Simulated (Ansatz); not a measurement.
# LiMgF3 (built on the sites of a database entry of BaLiF3): following an unstable mode, part 2 of 2

Aim: this structure of LiMgF3 (built on the sites of a database entry of BaLiF3) is to be tested for unstable modes, and one is followed downhill.

Ansatz 0.2.0; DFT PBEsol, scalar-relativistic, plane waves, PAW.

So far, highest frequency on the path or at a solved wavevector (cm⁻¹): step 2 (phonons on a q mesh) 749. Also lowest frequency on the path (cm⁻¹): step 2 -287.

The structure was built from a prototype and need not be the compound's stable phase.

### 4. The mode frozen in, largest atomic shift 0.6 Å

The atoms are moved along the unstable eigenvector, the largest shift by 0.6 Å, with the cell fixed.

input.yaml

```yaml
crystal:
  lattice:
    - [-3.5809645263, 0.0, 0.0]
    - [0.0, -3.5809645263, -3.5809645263]
    - [0.0, -3.5809645263, 3.5809645263]
  atoms:
    - { symbol: Mg, position: [1.0, 1.0, 0.0] }
    - { symbol: Mg, position: [1.0, 0.5, 0.5] }
    - { symbol: Li, position: [0.5, 0.0, 0.5] }
    - { symbol: Li, position: [0.5, 0.5, 0.0] }
    - { symbol: F, position: [0.0, 0.0, 0.5] }
    - { symbol: F, position: [0.0, 0.5, 0.0] }
    - { symbol: F, position: [0.5, 0.8337763116, 0.8337763116] }
    - { symbol: F, position: [0.5, 0.1662236884, 0.1662236884] }
    - { symbol: F, position: [0.5, 0.6662236884, 0.3337763116] }
    - { symbol: F, position: [0.5, 0.3337763116, 0.6662236884] }
kpoints:
  mp_grid: { grid: [6, 4, 4] }
hamiltonian:
  xc: pbesol
scf:
  occupations: { method: gaussian, width: 0.02 }
output:
  forces: true
  stress: true
  eigenvalues: true
```

Run with:

```sh
$ ansatz run input.yaml --threads 4 --pin off --max-ram 7168MiB --backend cpu --events-out ev --progress --plain --runs-dir out
```

Numbers of over 12 decimals in the logs are rounded to 6 here.

The log of the run:

```text
[...]
Crystal: 10 atoms, lattice volume = 91.840 Å³
Basis set: ecut = 420 eV, 1783 PW (Γ), exchange–correlation on 48×72×72 points (8 copies of the dense FFT grid, shifted against one another)
Bands: 44, of which v1, the nominal top of the filled ones, is band 34 counted from 1 (33 counted from 0)
Symmetry: 16 space group operations
[...]
k-points: 24 of 96
[...]
k-point 0: bands = [... 30 lower, 2.6468, 2.8558, 3.3928, 3.3928, 8.2888, 12.6004, 13.9698, 13.9698, ... 2 higher]
  k-point 1: bands = [... 30 lower, 2.6636, 2.8160, 3.1339, 3.3090, 8.9354, 11.9444, 14.1023, 14.2777, ... 2 higher]
  k-point 2: bands = [... 30 lower, 2.7591, 2.7591, 3.1130, 3.1130, 10.4045, 10.4045, 14.4775, 14.4775, ... 2 higher]
  k-point 23: bands = [... 30 lower, 2.8663, 2.8663, 3.2188, 3.2188, 12.9165, 12.9165, 12.9712, 12.9712, ... 2 higher]
[key lines of the parts left out:]
SCF converged after 7 iterations
Free energy (F): -9045.898959 eV
Fermi energy:    5.840812 eV
P = ⅓ Tr σ = -0.1533 GPa (-1.533 kbar)
```

Elapsed: 2.8 s, on 4 threads of Arm Neoverse N1, shared host; peak memory 0.41 GiB; 9.5 s of CPU time.

A gap read on the k-mesh alone can miss the band edges.

Numbers from this step:

| Property | Result |
| --- | --- |
| pressure | -0.1533 GPa |
| gap on the k-mesh | 4.896 eV |
| energy from the undistorted cell | -210.3 meV/atom |

The energy, extrapolated to zero smearing, is -210.31 meV/atom against the undistorted cell.

### 5. Energy along the mode, all amplitudes (two of the runs are shown above)

An imaginary frequency means negative curvature, so the energy should fall and then rise again as anharmonic terms take over.

Numbers from this step:

* depth at the lowest point sampled: 210.3 meV/atom
* largest atomic shift at that point: 0.6 Å

Energy from the parent against largest atomic shift:

| largest atomic shift (Å) | energy from the parent (meV/atom) |
| --- | --- |
| 0.000 | 0 |
| 0.040 | -1.81 |
| 0.080 | -7.17 |
| 0.140 | -21.5 |
| 0.220 | -50.4 |
| 0.320 | -97.4 |
| 0.450 | -162 |
| 0.600 | -210 |

Displacement at unit largest shift by atom:

| atom | x (Å) | y (Å) | z (Å) | size |
| --- | --- | --- | --- | --- |
| Mg1 | 0.00 | 0.00 | 0.00 | 0.00 |
| Mg2 | 0.00 | 0.00 | 0.00 | 0.00 |
| Li3 | 0.00 | 0.00 | 0.00 | 0.00 |
| Li4 | 0.00 | 0.00 | 0.00 | 0.00 |
| F5 | 0.00 | 0.00 | 0.00 | 0.00 |
| F6 | 0.00 | 0.00 | 0.00 | 0.00 |
| F7 | 0.00 | -1.00 | 0.00 | 1.00 |
| F8 | 0.00 | 1.00 | 0.00 | 1.00 |
| F9 | 0.00 | 0.00 | 1.00 | 1.00 |
| F10 | 0.00 | 0.00 | -1.00 | 1.00 |

The lowest of the steps tried is the last one, at 0.6 Å, 210 meV/atom below the parent; the bottom of the well need not coincide with a step.

### 6. Relaxing from the distorted cell

Starting from the lowest point found, all atoms and the cell are let go, so that strain and other modes of the same symmetry can join in.

Edit input.yaml of step 4 so:

```diff
@@ -21,3 +21,3 @@
 scf:
-  occupations: { method: gaussian, width: 0.02 }
+  occupations: { method: fixed }
 output:
@@ -26 +26,6 @@
   eigenvalues: true
+relax:
+  adjacent_minimum: "off"
+  f_tol: 0.002
+  max_steps: 120
+  cell: { stress_tol: 0.03 }
```

The log of the run:

```text
[...]
Crystal: 10 atoms, lattice volume = 91.840 Å³
Basis set: ecut = 420 eV, 1783 PW (Γ), exchange–correlation on 48×72×72 points (8 copies of the dense FFT grid, shifted against one another)
Bands: 44, of which v1, the nominal top of the filled ones, is band 34 counted from 1 (33 counted from 0)
Symmetry: 16 space group operations
[...]
k-points: 24 of 96
[...]
SCF iter   1: F=—  HF=-9045.942170 eV  |F-HF|=—  |Δ(HF+E_count)|=         —  Δρ=1.60e-2  dr2=1.39e-1  ethr=1.77e-3  ⟨swp⟩=5.0  Hψ=3793  notcnv=0  defer=188
[...]
SCF iter   7: F=-9045.898959 eV  HF=-9045.898959 eV  |F-HF|=7.60e-9  |Δ(HF+E_count)|=   6.19e-7  Δρ=8.29e-6  dr2=5.40e-8  ethr=1.47e-10  ⟨swp⟩=11.8  Hψ=5929  notcnv=0
SCF 1 converged in 7 iterations: F = -9045.898959 eV  dr2 = 5.40e-8
[...]
relax step   1: F+E_penalty+E_count = -9045.89895856 eV  Δ(F+E_penalty+E_count) = +0.000e0 eV  max|allowed force component| = 2.999e-1 eV/Å  Δτ_max = 0.0000 Å  P = -0.153 GPa  Ω = 91.840 Å³  (7 SCF iters, dr2 threshold 1.00e-7 eV, accepted)
Crystal: 10 atoms, lattice volume = 92.321 Å³
Basis set: ecut = 420 eV, 1795 PW (Γ), exchange–correlation on 48×72×72 points (8 copies of the dense FFT grid, shifted against one another)
[...]
iter 1 solved again at ethr=2.97e-6 eV; its pass at ethr=3.10e-3 eV (dr2=2.02e-3 eV) is discarded
[...]
SCF iter   5: F=-9045.949638 eV  HF=-9045.949638 eV  |F-HF|=2.01e-7  |Δ(HF+E_count)|=   5.76e-7  Δρ=2.20e-5  dr2=2.75e-7  ethr=1.47e-9  ⟨swp⟩=9.8  Hψ=5145  notcnv=0
SCF 2 converged in 5 iterations: F = -9045.949638 eV  dr2 = 2.75e-7
relax step   2: F+E_penalty+E_count = -9045.94963797 eV  Δ(F+E_penalty+E_count) = -5.068e-2 eV  max|allowed force component| = 2.510e-1 eV/Å  Δτ_max = 0.0098 Å  P = -0.231 GPa  Ω = 92.321 Å³  energy of the carried Pulay correction = -2.612e-3 eV  (5 SCF iters, dr2 threshold 1.00e-6 eV, accepted)
Crystal: 10 atoms, lattice volume = 93.157 Å³
Basis set: ecut = 420 eV, 1851 PW (Γ), exchange–correlation on 48×72×72 points (8 copies of the dense FFT grid, shifted against one another)
[...]
SCF iter   6: F=-9046.039224 eV  HF=-9046.039224 eV  |F-HF|=2.99e-9  |Δ(HF+E_count)|=   2.99e-7  Δρ=2.70e-5  dr2=5.02e-7  ethr=1.47e-9  ⟨swp⟩=9.1  Hψ=5532  notcnv=0
SCF 3 converged in 6 iterations: F = -9046.039224 eV  dr2 = 5.02e-7
relax step   3: F+E_penalty+E_count = -9046.03922403 eV  Δ(F+E_penalty+E_count) = -8.959e-2 eV  max|allowed force component| = 9.020e-2 eV/Å  Δτ_max = 0.0473 Å  P = +1.617 GPa  Ω = 93.157 Å³  energy of the carried Pulay correction = -7.124e-3 eV  (6 SCF iters, dr2 threshold 1.00e-6 eV, accepted)
[... from here on, the SCF cycles and remarks between the steps are left out ...]
relax step   4: F+E_penalty+E_count = -9046.02953153 eV  Δ(F+E_penalty+E_count) = +9.693e-3 eV  max|allowed force component| = 3.069e-2 eV/Å  Δτ_max = 0.0026 Å  P = -1.216 GPa  Ω = 95.543 Å³  energy of the carried Pulay correction = -1.977e-2 eV  (5 SCF iters, dr2 threshold 1.00e-6 eV, accepted)
relax step   5: F+E_penalty+E_count = -9046.03989852 eV  Δ(F+E_penalty+E_count) = -1.037e-2 eV  max|allowed force component| = 1.242e-2 eV/Å  Δτ_max = 0.0024 Å  P = +0.036 GPa  Ω = 94.357 Å³  energy of the carried Pulay correction = -1.352e-2 eV  (5 SCF iters, dr2 threshold 1.00e-6 eV, accepted)
relax step   6: F+E_penalty+E_count = -9046.03953179 eV  Δ(F+E_penalty+E_count) = +3.667e-4 eV  max|allowed force component| = 2.948e-2 eV/Å  Δτ_max = 0.0036 Å  P = +0.038 GPa  Ω = 94.401 Å³  energy of the carried Pulay correction = -1.376e-2 eV  (5 SCF iters, dr2 threshold 2.69e-8 eV, rejected (line search))
relax step   7: F+E_penalty+E_count = -9046.03968933 eV  Δ(F+E_penalty+E_count) = +2.092e-4 eV  max|allowed force component| = 1.053e-4 eV/Å  Δτ_max = 0.0012 Å  P = +0.000 GPa  Ω = 94.404 Å³  energy of the carried Pulay correction = -1.377e-2 eV  (7 SCF iters, accepted)
relax step   8: F+E_penalty+E_count = -9046.07279938 eV  Δ(F+E_penalty+E_count) = -3.311e-2 eV  max|allowed force component| = 1.503e-3 eV/Å  Δτ_max = 0.0000 Å  P = +0.574 GPa  Ω = 94.404 Å³  stress off target by 9.40e-1 GPa  SCF on the basis re-selected at this cell (its energy is not comparable with the rows above)  (7 SCF iters)
relax step   9: F+E_penalty+E_count = -9046.07231671 eV  Δ(F+E_penalty+E_count) = +4.827e-4 eV  max|allowed force component| = 4.423e-3 eV/Å  Δτ_max = 0.0057 Å  P = +0.228 GPa  Ω = 95.346 Å³  energy of the carried Pulay correction = -5.244e-3 eV  (5 SCF iters, dr2 threshold 1.00e-6 eV, accepted)
relax step  10: F+E_penalty+E_count = -9046.07073160 eV  Δ(F+E_penalty+E_count) = +1.585e-3 eV  max|allowed force component| = 8.185e-4 eV/Å  Δτ_max = 0.0012 Å  P = +0.025 GPa  Ω = 95.665 Å³  energy of the carried Pulay correction = -7.085e-3 eV  (5 SCF iters, dr2 threshold 1.54e-7 eV, accepted)
relax step  11: F+E_penalty+E_count = -9046.07058215 eV  Δ(F+E_penalty+E_count) = +1.495e-4 eV  max|allowed force component| = 8.116e-5 eV/Å  Δτ_max = 0.0000 Å  P = +0.001 GPa  Ω = 95.691 Å³  energy of the carried Pulay correction = -7.236e-3 eV  (5 SCF iters, dr2 threshold 3.33e-9 eV, accepted)
relax step  12: F+E_penalty+E_count = -9046.07868616 eV  Δ(F+E_penalty+E_count) = -8.104e-3 eV  max|allowed force component| = 4.292e-4 eV/Å  Δτ_max = 0.0000 Å  P = +0.048 GPa  Ω = 95.691 Å³  stress off target by 1.08e-1 GPa  SCF on the basis re-selected at this cell (its energy is not comparable with the rows above)  (7 SCF iters)
relax step  13: F+E_penalty+E_count = -9046.07799937 eV  Δ(F+E_penalty+E_count) = +6.868e-4 eV  max|allowed force component| = 4.095e-4 eV/Å  Δτ_max = 0.0009 Å  P = +0.005 GPa  Ω = 95.839 Å³  energy of the carried Pulay correction = -7.768e-4 eV  (5 SCF iters, dr2 threshold 2.90e-8 eV, accepted)
[...]
SCF iter   7: F=-9046.078627 eV  HF=-9046.078627 eV  |F-HF|=1.82e-12  |Δ(HF+E_count)|=  1.04e-10  Δρ=3.81e-8  dr2=1.03e-12  ethr=1.00e-12  ⟨swp⟩=12.2  Hψ=5824  notcnv=0
SCF 14 converged in 7 iterations: F = -9046.078627 eV  dr2 = 1.03e-12
relax step  14: F+E_penalty+E_count = -9046.07862742 eV  Δ(F+E_penalty+E_count) = -6.280e-4 eV  max|allowed force component| = 3.893e-4 eV/Å  Δτ_max = 0.0000 Å  P = +0.008 GPa  Ω = 95.839 Å³  stress off target by 1.88e-2 GPa  SCF on the basis re-selected at this cell (its energy is not comparable with the rows above)  (7 SCF iters)
[...]
SCF converged after 7 iterations
Free energy (F): -9046.078627 eV
[...]
Internal energy: -9046.078627 eV  (E = F + TS)
E sigma→0 (E₀):  -9046.078627 eV
Fermi energy:    2.764538 eV
[...]
--- Forces (eV/Å), atoms counted from 1 ---
  atom   1  Mg     0.00000000     0.00000000     0.00000000
  atom   2  Mg     0.00000000     0.00000000    -0.00000000
  atom   3  Li    -0.00000000     0.00000000     0.00000000
  atom   4  Li    -0.00000000     0.00000000     0.00000000
  atom   5  F      0.00000000    -0.00000000     0.00000000
  atom   6  F      0.00000000    -0.00000000     0.00000000
  atom   7  F      0.00000000     0.00038928     0.00000000
  atom   8  F     -0.00000000    -0.00038928    -0.00000000
  atom   9  F     -0.00000000    -0.00000000    -0.00038928
  atom  10  F     -0.00000000     0.00000000     0.00038928
  max |Σ_I F_I| component: 3.25e-19 eV/Å
--- Stress (GPa, compression-positive) ---
       -0.014097       0.000000       0.000000
        0.000000       0.018826       0.000000
        0.000000       0.000000       0.018826
  P = ⅓ Tr σ = 0.0079 GPa (0.079 kbar)
--- Band table (eV; the first three rows and the last of 24) ---
  k-point 0: bands = [... 30 lower, 2.4671, 2.4671, 2.6880, 2.6880, 7.9646, 11.9968, 13.1554, 13.1554, ... 6 higher]
  k-point 1: bands = [... 30 lower, 2.3229, 2.4581, 2.5094, 2.6203, 8.5568, 11.3394, 13.2877, 13.4466, ... 6 higher]
  k-point 2: bands = [... 30 lower, 2.3616, 2.3616, 2.5404, 2.5404, 9.9083, 9.9083, 13.6297, 13.6297, ... 6 higher]
  k-point 23: bands = [... 30 lower, 2.4496, 2.4496, 2.4917, 2.4917, 12.3904, 12.3904, 12.5907, 12.5907, ... 6 higher]
--- Relaxed structure (11 steps of the walk, 10 accepted, 3 SCFs on fresh bases) ---
  F+E_penalty+E_count = -9046.07862742 eV   max|allowed force component| = 3.893e-4 eV/Å   (the final SCF, on the basis selected at the relaxed cell)
  cell:  # Å, volume = 95.8393 Å³
    - [-3.428832, 0, 0]
    - [0, -3.738382, -3.738382]
    - [0, -3.738382, 3.738382]
  atoms:
    - { symbol: Mg, position: [1.0, 1.000000, 0.0] }
    - { symbol: Mg, position: [1.0, 0.500000, 0.500000] }
    - { symbol: Li, position: [0.5, 0.0, 0.500000] }
    - { symbol: Li, position: [0.5, 0.500000, 0.0] }
    - { symbol: F, position: [0, 0.0, 0.500000] }
    - { symbol: F, position: [0, 0.500000, 0.0] }
    - { symbol: F, position: [0.5, 0.842282, 0.842282] }
    - { symbol: F, position: [0.5, 0.157718, 0.157718] }
    - { symbol: F, position: [0.5, 0.657718, 0.342282] }
    - { symbol: F, position: [0.5, 0.342282, 0.657718] }
```

It took 45 s on 4 threads; peak memory 0.45 GiB.

Relaxation path:

| step | energy less that of the first step (eV) | largest force component (eV/Å) | pressure (GPa) | volume (Å³) |
| --- | --- | --- | --- | --- |
| 1 | 0.0000 | 0.2999 | -0.15 | 91.84 |
| 2 | -0.0507 | 0.2510 | -0.23 | 92.32 |
| 3 | -0.1403 | 0.0902 | 1.62 | 93.16 |
| 4 | -0.1306 | 0.0307 | -1.22 | 95.54 |
| 5 | -0.1409 | 0.0124 | 0.04 | 94.36 |
| 6 | -0.1406 | 0.0295 | 0.04 | 94.40 |
| 7 | -0.1407 | 0.0001 | 0.00 | 94.40 |
| 8* | -0.1738 | 0.0015 | 0.57 | 94.40 |
| 9 | -0.1734 | 0.0044 | 0.23 | 95.35 |
| 10 | -0.1718 | 0.0008 | 0.03 | 95.66 |
| 11 | -0.1716 | 0.0001 | 0.00 | 95.69 |
| 12* | -0.1797 | 0.0004 | 0.05 | 95.69 |
| 13 | -0.1790 | 0.0004 | 0.00 | 95.84 |
| 14* | -0.1797 | 0.0004 | 0.01 | 95.84 |

Relaxation steps marked * repeat the geometry before them on a plane-wave basis chosen anew for their cell, so energy and pressure can jump there. Relaxation step 6 was tried and not accepted.

Forces are held to the 16 operations that the run works with; a distortion that breaks them can't arise in this run.

| cell as run | before | after | change |
| --- | --- | --- | --- |
| a (Å) | 3.581 | 3.429 | -4.2 % |
| b (Å) | 5.064 | 5.287 | +4.4 % |
| c (Å) | 5.064 | 5.287 | +4.4 % |
| volume (Å³/atom) | 9.18 | 9.58 | +4.4 % |

The atoms that moved most (Å, as changes of fractional coordinates times the final cell):

| atom | dx | dy | dz | length |
| --- | --- | --- | --- | --- |
| F7 | 0.000 | -0.064 | 0.000 | 0.064 |
| F10 | 0.000 | 0.000 | -0.064 | 0.064 |
| F9 | 0.000 | 0.000 | 0.064 | 0.064 |
| F8 | 0.000 | 0.064 | 0.000 | 0.064 |

Final coordinates:

```cif
data_structure
_symmetry_space_group_name_H-M 'P 1'
_symmetry_Int_Tables_number 1
_cell_length_a 3.4288
_cell_length_b 5.2869
_cell_length_c 5.2869
_cell_angle_alpha 90.000
_cell_angle_beta 90.000
_cell_angle_gamma 90.000
_cell_volume 95.84
loop_
_atom_site_label
_atom_site_type_symbol
_atom_site_fract_x
_atom_site_fract_y
_atom_site_fract_z
_atom_site_occupancy
Mg1 Mg 0.00000 0.00000 0.00000 1
Mg2 Mg 0.00000 0.50000 0.50000 1
Li3 Li 0.50000 0.00000 0.50000 1
Li4 Li 0.50000 0.50000 0.00000 1
F5 F 0.00000 0.00000 0.50000 1
F6 F 0.00000 0.50000 0.00000 1
F7 F 0.50000 0.84228 0.84228 1
F8 F 0.50000 0.15772 0.15772 1
F9 F 0.50000 0.65772 0.34228 1
F10 F 0.50000 0.34228 0.65772 1
```

Numbers from this step:

| Property | Result |
| --- | --- |
| pressure | 0.007852 GPa |
| gap on the k-mesh | 5.200 eV |
| volume per atom | 9.584 Å³ |

The distorted start has space group P4/mbm; the relaxation ends in P4/mbm.

### 7. The phases reached

The phases reached along the modes that were followed are set side by side.

Energies are those of the first relaxation, on the mesh of the frozen mode; space group, volume and gap are those of the last relaxation. Phases, by row:

| mode frozen in | space group | energy from parent (meV/atom) | volume (Å³/atom) | gap on mesh (eV) | lowest zone-centre optical mode (cm⁻¹) | largest shift (Å) |
| --- | --- | --- | --- | --- | --- | --- |
| parent | Pm-3m | 0 | 9.184 | 3.739 | – | – |
| q = (-0.5, -0.5, -0.5), 287i cm⁻¹ | I4/mcm | -231.1 | 9.62 | 5.216 | – | 0.694 |
| q = (-0.5, -0.5, -0.5), 287i cm⁻¹ | R-3c | -353 | 9.84 | 6.056 | – | 0.695 |
| q = (-0.5, -0.5, -0.5), 287i cm⁻¹ | Imma | -407.1 | 10.22 | 5.873 | – | 0.857 |
| q = (0, -0.5, -0.5), 285i cm⁻¹ | P4/mbm | -228.3 | 9.58 | 5.2 | – | 0.69 |

### 8. Results

```yaml
unstable_mode_of_the_parent: q = (0, -0.5, -0.5), 285i cm⁻¹
depth_at_the_lowest_point_sampled: 210 meV/atom
largest_atomic_shift_at_that_point: 0.6 Å
space_group_reached_within_0p01_a: P4/mbm
energy_gained_over_the_parent_first_relaxation_on_the_mesh_of_the_frozen_mode: 228 meV/atom
volume_per_atom_phase_reached: 9.58 Å³
gap_on_the_k_mesh_phase_reached: 5.20 eV
```

In words: Along this mode the structure falls into P4/mbm, 228 meV/atom below the parent. At the parent's cell the well is 210.3 meV/atom deep on the steps tried, with its lowest point at a shift of 0.6 Å. That is the last step tried, so the steps alone don't bracket the bottom of the well. Relaxing atoms and cell changes the gain by +17.97 meV/atom against the lowest step (energies at zero smearing). The modes of the phase reached were not computed on this path. Of the 4 patterns followed to their end from this parent, this one ends 179 meV/atom above the lowest, Imma. Each path keeps the symmetry of its pattern, so a lower phase may lie along a pattern not tried. The starting cell was built on a prototype and not taken from a measurement, so the phase need not exist.

[Logs are printed without paths, hosts, clocks, repeated set-up lines and the standing remarks that a program may print on its own settings, such as how far it seeks lower states.]

[Hosts, paths, dates, database ids (printed as entryN), source tags and the programs' standing remarks are cut or masked in the printed files.]
